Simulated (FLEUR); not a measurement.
# MnHg: cost and accuracy of the smearing, part 2 of 3

Two starts of MnHg are run at each rung of the smearing. Which rung is enough?

FLEUR MaX-R8.1; PBEsol; all-electron FLAPW, Dirac cores, scalar-relativistic bands.

So far, largest spin moment in the muffin-tin sphere (μB): step 2 (rung 1 (width 0.5 eV), start ferro +) 3.38; step 3 (rung 1 (width 0.5 eV), start antiferro q=(0,1/2,1/2) +-) 3.38; step 4 (rung 2 (width 0.25 eV), start ferro +) 3.82; step 5 (rung 2 (width 0.25 eV), start antiferro q=(0,1/2,1/2) +-) 3.83; step 6 (rung 3 (width 0.12 eV), start ferro +) 3.90.

## Step 7: Rung 3 (width 0.12 eV), start antiferro q=(0,1/2,1/2) +-

The k list default-1 (kpts.xml, not shown) is a Γ-centred 8×4×8 mesh.

Input file inp.xml:

```
<?xml version="1.0" encoding="UTF-8" standalone="no"?>
<fleurInput fleurInputVersion="0.39">
   <comment>
      MnHg
   </comment>
   <calculationSetup>
      <cutoffs Kmax="3.6" Gmax="10.8" GmaxXC="10.8" numbands="0"/>
      <scfLoop itmax="90" minDistance="0.00002" maxIterBroyd="15" imix="Anderson" alpha="0.05" precondParam="0.0" spinf="2.0" sdNocoIR="T"/>
      <coreElectrons ctail="T" frcor="F" kcrel="0" coretail_lmax="0"/>
      <xcFunctional name="PBEs" relativisticCorrections="F"/>
      <magnetism jspins="2"/>
      <soc l_soc="F" theta="0.0" phi="0.0" spav="F"/>
      <expertModes spex="0" secvar="F"/>
      <geometryOptimization l_f="F" forcealpha="1.0" forcemix="BFGS" epsdisp="0.00001" epsforce="0.00001"/>
      <ldaU l_linMix="F" mixParam="0.05" spinf="1.0"/>
   </calculationSetup>
   <cell>
      <bzIntegration valenceElectrons="66.0" mode="hist" fermiSmearingEnergy="0.00440992">
         <kPointListSelection listName="default-1"/>
         <xi:include xmlns:xi="http://www.w3.org/2001/XInclude" href="kpts.xml"> </xi:include>
      </bzIntegration>
      <xi:include xmlns:xi="http://www.w3.org/2001/XInclude" href="sym.xml"> </xi:include>
      <bulkLattice scale="1.0">
         <bravaisMatrix>
            <row-1>    6.2644421030489994     0.0000000000000000     0.0000000000000000</row-1>
            <row-2>    0.0000000000000000    12.5288842060979988     0.0000000000000000</row-2>
            <row-3>    0.0000000000000000     6.2644421030489994     6.2644421030489994</row-3>
         </bravaisMatrix>
      </bulkLattice>
   </cell>
   <atomSpecies>
      <species name="Manganese 3.501" element="Mn" atomicNumber="25">
         <mtSphere radius="2.64" gridPoints="873" logIncrement="0.014"/>
         <atomicCutoffs lmax="10" lnonsphr="8"/>
         <electronConfig flipSpins="F">
            <coreConfig>(1s1/2) (2s1/2) (2p1/2) (2p3/2)</coreConfig>
            <valenceConfig>(3s1/2) (3p1/2) (3p3/2) (4s1/2) (3d3/2) (3d5/2)</valenceConfig>
            <stateOccupation state="(3d3/2)" spinUp="1.2505" spinDown="0.7495"/>
            <stateOccupation state="(3d5/2)" spinUp="3.0" spinDown="0.0"/>
         </electronConfig>
         <energyParameters s="4" p="4" d="3" f="4"/>
         <lo type="SCLO" l="0" n="3" eDeriv="0"/>
         <lo type="SCLO" l="1" n="3" eDeriv="0"/>
      </species>
      <species name="Manganese -3.501" element="Mn" atomicNumber="25">
         <mtSphere radius="2.64" gridPoints="873" logIncrement="0.014"/>
         <atomicCutoffs lmax="10" lnonsphr="8"/>
         <electronConfig flipSpins="F">
            <coreConfig>(1s1/2) (2s1/2) (2p1/2) (2p3/2)</coreConfig>
            <valenceConfig>(3s1/2) (3p1/2) (3p3/2) (4s1/2) (3d3/2) (3d5/2)</valenceConfig>
            <stateOccupation state="(3d3/2)" spinUp="0.7495" spinDown="1.2505"/>
            <stateOccupation state="(3d5/2)" spinUp="0.0" spinDown="3.0"/>
         </electronConfig>
         <energyParameters s="4" p="4" d="3" f="4"/>
         <lo type="SCLO" l="0" n="3" eDeriv="0"/>
         <lo type="SCLO" l="1" n="3" eDeriv="0"/>
      </species>
      <species name="Mercury (Hg)" element="Hg" atomicNumber="80">
         <mtSphere radius="2.64" gridPoints="873" logIncrement="0.015"/>
         <atomicCutoffs lmax="10" lnonsphr="8"/>
         <electronConfig flipSpins="F">
            <coreConfig>(1s1/2) (2s1/2) (2p1/2) (2p3/2) (3s1/2) (3p1/2) (3p3/2) (4s1/2) (3d3/2) (3d5/2) (4p1/2) (4p3/2) (5s1/2) (4d3/2) (4d5/2) (4f5/2) (4f7/2)</coreConfig>
            <valenceConfig>(5p1/2) (5p3/2) (6s1/2) (5d3/2) (5d5/2)</valenceConfig>
         </electronConfig>
         <energyParameters s="6" p="6" d="5" f="5"/>
         <lo type="SCLO" l="1" n="5" eDeriv="0"/>
      </species>
   </atomSpecies>
   <atomGroups>
      <atomGroup species="Manganese 3.501">
         <relPos label="                   1">1.000/2.000 .0000000000 1.000/2.000</relPos>
         <force calculate="T" relaxXYZ="TTT"/>
      </atomGroup>
      <atomGroup species="Manganese -3.501">
         <relPos label="                   2">1.000/2.000 1.000/2.000 1.000/2.000</relPos>
         <force calculate="T" relaxXYZ="TTT"/>
      </atomGroup>
      <atomGroup species="Mercury (Hg)">
         <relPos label="                   3">.0000000000 .0000000000 .0000000000</relPos>
         <relPos label="                   4">.0000000000 1.000/2.000 .0000000000</relPos>
         <force calculate="T" relaxXYZ="TTT"/>
      </atomGroup>
   </atomGroups>
   <output dos="F" band="F" slice="F">
      <bandDOS minEnergy="-.5*Htr" maxEnergy="0.5*Htr" sigma="0.015" storeEVData="T"/>
      <plotting iplot="0" polar="F">
         <plot TwoD="T" vec1="  1.0  0.0  0.0" vec2="  0.0  1.0  0.0" vec3="  0.0  0.0  1.0" zero="  0.0  0.0  0.0" file="plot"/>
      </plotting>
      <moessbauerParams electricFieldGradient="F" isomerShift="F" coreHyperfine="F" valenceHyperfine="F"/>
   </output>
</fleurInput>
```

Input file crystal.txt:

```
MnHg
&input film=F cartesian=F /
3.31500000000  0.00000000000  0.00000000000
0.00000000000  6.63000000000  0.00000000000
0.00000000000  3.31500000000  3.31500000000
1.8897261246
1.0 1.0 1.0

4
25 0.50000000000  0.00000000000  0.50000000000 : 3.501
25 0.50000000000  0.50000000000  0.50000000000 : -3.501
80 0.00000000000  0.00000000000  0.00000000000
80 0.00000000000  0.50000000000  0.00000000000

&kpt div1=8 div2=4 div3=8 gamma=T /
```

Command:

```console
> OMP_NUM_THREADS=1 inpgen -f crystal.txt > inpgen.log  # inp.xml is then edited as shown
> OMP_NUM_THREADS=1 mpirun -n 4 fleur_MPI > fleur.log
```

The job ended after 2.8 min (4 MPI ranks of Arm Neoverse N1, shared host; peak memory 0.4 GiB; 11 min of CPU time).

Read from the output:

| Quantity | Value |
| --- | --- |
| free energy | -1132753.2495 eV |
| program's band gap on this mesh (in a metal only a level spacing) | 4.66e-8 eV |
| magnetization | 0 μB |
| final state | antiferromagnetic |
| largest moment | 3.911 μB |

This start lies +62.4 meV a seeded atom from the first, a change of +11.5 meV since rung 2; its largest moment is 3.91 μB.

## Step 8: Rung 4 (width 0.05 eV), start ferro +

The k list default-1 (kpts.xml, not shown) is a Γ-centred 8×8×8 mesh.

Changes to inp.xml since step 7:

```diff
@@ -17,3 +17,3 @@
    <cell>
-      <bzIntegration valenceElectrons="66.0" mode="hist" fermiSmearingEnergy="0.00440992">
+      <bzIntegration valenceElectrons="33.0" mode="hist" fermiSmearingEnergy="0.00183747">
          <kPointListSelection listName="default-1"/>
@@ -25,4 +25,4 @@
             <row-1>    6.2644421030489994     0.0000000000000000     0.0000000000000000</row-1>
-            <row-2>    0.0000000000000000    12.5288842060979988     0.0000000000000000</row-2>
-            <row-3>    0.0000000000000000     6.2644421030489994     6.2644421030489994</row-3>
+            <row-2>    0.0000000000000000     6.2644421030489994     0.0000000000000000</row-2>
+            <row-3>    0.0000000000000000     0.0000000000000000     6.2644421030489994</row-3>
          </bravaisMatrix>
@@ -39,15 +39,2 @@
             <stateOccupation state="(3d5/2)" spinUp="3.0" spinDown="0.0"/>
-         </electronConfig>
-         <energyParameters s="4" p="4" d="3" f="4"/>
-         <lo type="SCLO" l="0" n="3" eDeriv="0"/>
-         <lo type="SCLO" l="1" n="3" eDeriv="0"/>
-      </species>
-      <species name="Manganese -3.501" element="Mn" atomicNumber="25">
-         <mtSphere radius="2.64" gridPoints="873" logIncrement="0.014"/>
-         <atomicCutoffs lmax="10" lnonsphr="8"/>
-         <electronConfig flipSpins="F">
-            <coreConfig>(1s1/2) (2s1/2) (2p1/2) (2p3/2)</coreConfig>
-            <valenceConfig>(3s1/2) (3p1/2) (3p3/2) (4s1/2) (3d3/2) (3d5/2)</valenceConfig>
-            <stateOccupation state="(3d3/2)" spinUp="0.7495" spinDown="1.2505"/>
-            <stateOccupation state="(3d5/2)" spinUp="0.0" spinDown="3.0"/>
          </electronConfig>
@@ -70,7 +57,3 @@
       <atomGroup species="Manganese 3.501">
-         <relPos label="                   1">1.000/2.000 .0000000000 1.000/2.000</relPos>
-         <force calculate="T" relaxXYZ="TTT"/>
-      </atomGroup>
-      <atomGroup species="Manganese -3.501">
-         <relPos label="                   2">1.000/2.000 1.000/2.000 1.000/2.000</relPos>
+         <relPos label="                   1">1.000/2.000 1.000/2.000 1.000/2.000</relPos>
          <force calculate="T" relaxXYZ="TTT"/>
@@ -78,4 +61,3 @@
       <atomGroup species="Mercury (Hg)">
-         <relPos label="                   3">.0000000000 .0000000000 .0000000000</relPos>
-         <relPos label="                   4">.0000000000 1.000/2.000 .0000000000</relPos>
+         <relPos label="                   2">.0000000000 .0000000000 .0000000000</relPos>
          <force calculate="T" relaxXYZ="TTT"/>
```

Input file crystal.txt:

```
MnHg
&input film=F cartesian=F /
3.31500000000  0.00000000000  0.00000000000
0.00000000000  3.31500000000  0.00000000000
0.00000000000  0.00000000000  3.31500000000
1.8897261246
1.0 1.0 1.0

2
25 0.50000000000  0.50000000000  0.50000000000 : 3.501
80 0.00000000000  0.00000000000  0.00000000000

&kpt div1=8 div2=8 div3=8 gamma=T /
```

Elapsed: 28 s, on 4 MPI ranks; peak memory 0.23 GiB.

Read from the output:

```
free energy                                                       : -566376.6560 eV
program's band gap on this mesh (in a metal only a level spacing) : 0.03609 eV
magnetization                                                     : 3.908 μB
final state                                                       : ferromagnetic
largest moment                                                    : 3.926 μB
```

The largest moment moves by +0.03 μB from rung 3, at 0.99 times its CPU time.

## Step 9: Rung 4 (width 0.05 eV), start antiferro q=(0,1/2,1/2) +-

The k list default-1 (kpts.xml, not shown) is a Γ-centred 8×4×8 mesh.

Changes to inp.xml since step 8:

```diff
@@ -17,3 +17,3 @@
    <cell>
-      <bzIntegration valenceElectrons="33.0" mode="hist" fermiSmearingEnergy="0.00183747">
+      <bzIntegration valenceElectrons="66.0" mode="hist" fermiSmearingEnergy="0.00183747">
          <kPointListSelection listName="default-1"/>
@@ -25,4 +25,4 @@
             <row-1>    6.2644421030489994     0.0000000000000000     0.0000000000000000</row-1>
-            <row-2>    0.0000000000000000     6.2644421030489994     0.0000000000000000</row-2>
-            <row-3>    0.0000000000000000     0.0000000000000000     6.2644421030489994</row-3>
+            <row-2>    0.0000000000000000    12.5288842060979988     0.0000000000000000</row-2>
+            <row-3>    0.0000000000000000     6.2644421030489994     6.2644421030489994</row-3>
          </bravaisMatrix>
@@ -39,2 +39,15 @@
             <stateOccupation state="(3d5/2)" spinUp="3.0" spinDown="0.0"/>
+         </electronConfig>
+         <energyParameters s="4" p="4" d="3" f="4"/>
+         <lo type="SCLO" l="0" n="3" eDeriv="0"/>
+         <lo type="SCLO" l="1" n="3" eDeriv="0"/>
+      </species>
+      <species name="Manganese -3.501" element="Mn" atomicNumber="25">
+         <mtSphere radius="2.64" gridPoints="873" logIncrement="0.014"/>
+         <atomicCutoffs lmax="10" lnonsphr="8"/>
+         <electronConfig flipSpins="F">
+            <coreConfig>(1s1/2) (2s1/2) (2p1/2) (2p3/2)</coreConfig>
+            <valenceConfig>(3s1/2) (3p1/2) (3p3/2) (4s1/2) (3d3/2) (3d5/2)</valenceConfig>
+            <stateOccupation state="(3d3/2)" spinUp="0.7495" spinDown="1.2505"/>
+            <stateOccupation state="(3d5/2)" spinUp="0.0" spinDown="3.0"/>
          </electronConfig>
@@ -57,3 +70,7 @@
       <atomGroup species="Manganese 3.501">
-         <relPos label="                   1">1.000/2.000 1.000/2.000 1.000/2.000</relPos>
+         <relPos label="                   1">1.000/2.000 .0000000000 1.000/2.000</relPos>
+         <force calculate="T" relaxXYZ="TTT"/>
+      </atomGroup>
+      <atomGroup species="Manganese -3.501">
+         <relPos label="                   2">1.000/2.000 1.000/2.000 1.000/2.000</relPos>
          <force calculate="T" relaxXYZ="TTT"/>
@@ -61,3 +78,4 @@
       <atomGroup species="Mercury (Hg)">
-         <relPos label="                   2">.0000000000 .0000000000 .0000000000</relPos>
+         <relPos label="                   3">.0000000000 .0000000000 .0000000000</relPos>
+         <relPos label="                   4">.0000000000 1.000/2.000 .0000000000</relPos>
          <force calculate="T" relaxXYZ="TTT"/>
```

Input file crystal.txt:

```
MnHg
&input film=F cartesian=F /
3.31500000000  0.00000000000  0.00000000000
0.00000000000  6.63000000000  0.00000000000
0.00000000000  3.31500000000  3.31500000000
1.8897261246
1.0 1.0 1.0

4
25 0.50000000000  0.00000000000  0.50000000000 : 3.501
25 0.50000000000  0.50000000000  0.50000000000 : -3.501
80 0.00000000000  0.00000000000  0.00000000000
80 0.00000000000  0.50000000000  0.00000000000

&kpt div1=8 div2=4 div3=8 gamma=T /
```

Elapsed: 2.8 min, on 4 MPI ranks; peak memory 0.41 GiB; 11 min of CPU time.

Read from the output:

```
free energy                                                       : -1132753.1786 eV
program's band gap on this mesh (in a metal only a level spacing) : 2.02e-8 eV
magnetization                                                     : 0 μB
final state                                                       : antiferromagnetic
largest moment                                                    : 3.922 μB
```

This start lies +66.7 meV a seeded atom from the first, a change of +4.3 meV since rung 3; its largest moment is 3.92 μB.

## Step 10: Rung 5 (width 0.02 eV), start ferro +

The k list default-1 (kpts.xml, not shown) is a Γ-centred 8×8×8 mesh.

Changes to inp.xml since step 9:

```diff
@@ -17,3 +17,3 @@
    <cell>
-      <bzIntegration valenceElectrons="66.0" mode="hist" fermiSmearingEnergy="0.00183747">
+      <bzIntegration valenceElectrons="33.0" mode="hist" fermiSmearingEnergy="0.00073499">
          <kPointListSelection listName="default-1"/>
@@ -25,4 +25,4 @@
             <row-1>    6.2644421030489994     0.0000000000000000     0.0000000000000000</row-1>
-            <row-2>    0.0000000000000000    12.5288842060979988     0.0000000000000000</row-2>
-            <row-3>    0.0000000000000000     6.2644421030489994     6.2644421030489994</row-3>
+            <row-2>    0.0000000000000000     6.2644421030489994     0.0000000000000000</row-2>
+            <row-3>    0.0000000000000000     0.0000000000000000     6.2644421030489994</row-3>
          </bravaisMatrix>
@@ -39,15 +39,2 @@
             <stateOccupation state="(3d5/2)" spinUp="3.0" spinDown="0.0"/>
-         </electronConfig>
-         <energyParameters s="4" p="4" d="3" f="4"/>
-         <lo type="SCLO" l="0" n="3" eDeriv="0"/>
-         <lo type="SCLO" l="1" n="3" eDeriv="0"/>
-      </species>
-      <species name="Manganese -3.501" element="Mn" atomicNumber="25">
-         <mtSphere radius="2.64" gridPoints="873" logIncrement="0.014"/>
-         <atomicCutoffs lmax="10" lnonsphr="8"/>
-         <electronConfig flipSpins="F">
-            <coreConfig>(1s1/2) (2s1/2) (2p1/2) (2p3/2)</coreConfig>
-            <valenceConfig>(3s1/2) (3p1/2) (3p3/2) (4s1/2) (3d3/2) (3d5/2)</valenceConfig>
-            <stateOccupation state="(3d3/2)" spinUp="0.7495" spinDown="1.2505"/>
-            <stateOccupation state="(3d5/2)" spinUp="0.0" spinDown="3.0"/>
          </electronConfig>
@@ -70,7 +57,3 @@
       <atomGroup species="Manganese 3.501">
-         <relPos label="                   1">1.000/2.000 .0000000000 1.000/2.000</relPos>
-         <force calculate="T" relaxXYZ="TTT"/>
-      </atomGroup>
-      <atomGroup species="Manganese -3.501">
-         <relPos label="                   2">1.000/2.000 1.000/2.000 1.000/2.000</relPos>
+         <relPos label="                   1">1.000/2.000 1.000/2.000 1.000/2.000</relPos>
          <force calculate="T" relaxXYZ="TTT"/>
@@ -78,4 +61,3 @@
       <atomGroup species="Mercury (Hg)">
-         <relPos label="                   3">.0000000000 .0000000000 .0000000000</relPos>
-         <relPos label="                   4">.0000000000 1.000/2.000 .0000000000</relPos>
+         <relPos label="                   2">.0000000000 .0000000000 .0000000000</relPos>
          <force calculate="T" relaxXYZ="TTT"/>
```

Input file crystal.txt:

```
MnHg
&input film=F cartesian=F /
3.31500000000  0.00000000000  0.00000000000
0.00000000000  3.31500000000  0.00000000000
0.00000000000  0.00000000000  3.31500000000
1.8897261246
1.0 1.0 1.0

2
25 0.50000000000  0.50000000000  0.50000000000 : 3.501
80 0.00000000000  0.00000000000  0.00000000000

&kpt div1=8 div2=8 div3=8 gamma=T /
```

Wall time 27 s (4 MPI ranks); peak memory 0.23 GiB.

This step gave:

- free energy: -566376.6507 eV
- program's band gap on this mesh (in a metal only a level spacing): 0.03933 eV
- magnetization: 3.91 μB
- final state: ferromagnetic
- largest moment: 3.932 μB

The largest moment moves by +0.01 μB from rung 4, at 0.95 times its CPU time.

[end of part 2 of 3]

[Logs and program files are shortened in this print: banners, set-up blocks, solver, clock and traceback lines can be left out without a mark of their own.]

[Logs are printed without paths, hosts, clocks, repeated set-up lines and the standing remarks that a program may print on its own settings, such as how far it seeks lower states.]

[Hosts, paths, dates, database ids (printed as entryN), source tags and the programs' standing remarks are cut or masked in the printed files.]

[Where a cell is said to come from a database of computed structures, the database is the Materials Project.]
